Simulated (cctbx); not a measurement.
# Sn2Bi: solution and refinement

Cell a = 4.6940 Å, b = 4.6940 Å, c = 15.1350 Å, α = 90.00°, β = 90.00°, γ = 90.00°; space group I4_1/amd (no. 141, origin choice 1); content Bi4 Sn8.

Simulated single-crystal data (cctbx): Cu Kα, λ = 1.54184 Å, to d = 0.83 Å, 80 % of the full sphere, strongest reflection 20000 counts, noise from counting, a 3 % proportional error and a noise floor of 8 counts (s.d.); no absorption.

1 earlier start (other random phases, and plain and normalised amplitudes in turn) led nowhere (symmetry correlation 0.90).

Charge flipping in P1 on plain amplitudes to 0.83 Å, δ = 1 σ, 10 % of the reflections treated as weak, 300 cycles:

```text
cycle      R  skewness
    0  0.654     0.37
   25  0.413     4.56
   50  0.351     4.06
   75  0.364     4.23
  100  0.370     4.12
  125  0.362     4.10
  150  0.379     4.20
  175  0.388     4.24
  200  0.401     4.38
  225  0.380     4.24
  250  0.378     4.06
  275  0.371     4.31
origin shift          correlation  skewness
 0.269  0.367  0.413      0.876      6.48
 0.266  0.366  0.120      0.873      5.41
 0.270  0.366  0.201      0.861      6.43
 0.454  0.831  0.148      0.841      1.27
taken: symmetry correlation 0.876, skewness 6.48
peak      x       y       z  mult  height/sigma
Q1    0.0000  0.0000  0.0000    4     17.7
Q2    0.0000  0.0000  0.4179    8      9.2
Q3    0.2258  0.2522  0.0858   32      1.5
Q4    0.2202  0.2202  0.5000   16      1.4
Q5    0.0000  0.0000  0.2071    8      1.2
Q6    0.0000  0.0000  0.8643    8      1.2
Q7    0.0000  0.0000  0.2925    8      1.1
```

The origin is taken among those within 0.04 of the best correlation, by the skewness of the map.

Run time: 0.64 s on 1 thread of Arm Neoverse N1, on a shared host, peak memory 0.07 GiB.

Q: Assign the peaks.

Heights go roughly as Z and multiplicities must add up to the content. First model: Q1 = Bi1 (4 in the cell, height 17.7) and Q2 = Sn1 (8 in the cell, height 9.2). Against the true structure, Q1 is Bi and Q2 is Sn; the other peaks are not atoms.

Least squares on F², isotropic:

```text
Rint 0.026, 96 unique reflections to 0.84 A
cycle     R1     wR2    GooF  max shift (A)
   1  0.1133  0.2536  14.626   0.00400
   2  0.0054  0.0160   0.924   0.00000
final R1 0.0054 wR2 0.0160 GooF 0.924  parameters 3  data/parameter 32.0
atom        x        y        z      Ueq    occ   su(xyz)  su(Uiso or U11)
Bi1    0.00000  0.00000  0.00000   0.0031  1.000  0.00000  0.0001
Sn1    0.00000  0.00000  0.41764   0.0030  1.000  0.00002  0.0001
difference map: max 0.65 min -0.56 rms 0.15
Q1    0.0000  0.0000  0.1062    8    0.68  1.61 A from Bi1
Q2    0.1908  0.1908  0.0000   16    0.57  1.27 A from Bi1
Q3    0.0000  0.0000  0.1832    8    0.53  2.36 A from Sn1
Q4    0.0000  0.2184  0.5842   16    0.52  1.03 A from Sn1
Q5    0.1747  0.2423  0.0861   32    0.39  1.91 A from Bi1
```

Anisotropic refinement:

```text
Rint 0.026, 96 unique reflections to 0.84 A
cycle     R1     wR2    GooF  max shift (A)
   1  0.0055  0.0161   0.941   0.00010
   2  0.0050  0.0147   0.859   0.00000
final R1 0.0050 wR2 0.0147 GooF 0.859  parameters 6  data/parameter 16.0
atom        x        y        z      Ueq    occ   su(xyz)  su(Uiso or U11)
Bi1    0.00000  0.00000  0.00000   0.0031  1.000  0.00000  0.0001
Sn1    0.00000  0.00000  0.41763   0.0031  1.000  0.00002  0.0002
difference map: max 1.09 min -1.01 rms 0.21
Q1    0.0000  0.1684  0.5804   16    1.13  0.79 A from Sn1
Q2    0.0000  0.0000  0.1070    8    0.65  1.62 A from Bi1
Q3    0.1232  0.2319  0.3165   32    0.61  1.71 A from Bi1
Q4    0.1708  0.1708  0.0000   16    0.51  1.13 A from Bi1
Q5    0.0000  0.0777  0.1896   16    0.49  2.18 A from Bi1
Q6    0.0000  0.0829  0.6899   16    0.47  1.67 A from Sn1
```

**Reading.** The refinement ends at R1 = 0.0050, wR2 = 0.0147, GooF = 0.86, with difference density between -1.01 and 1.09 e/Å³. Every site matches the true model in element, within 0.001 Å r.m.s., up to an allowed shift of origin.

True model:

| atom | mult. | x | y | z | Ueq (Å²) |
| --- | --- | --- | --- | --- | --- |
| Bi1 | 4 | 1/2 | 1/2 | 0 | 0.0030 |
| Sn1 | 8 | 1/2 | 1/2 | 0.4176 | 0.0029 |

The model is made up (kin elements in a known structure type, no relaxation), so it says nothing on whether the phase exists.

[Middle refinement cycles are left out of these outputs.]

[Logs are printed without paths, hosts, clocks, repeated set-up lines and the standing remarks that a program may print on its own settings, such as how far it seeks lower states.]
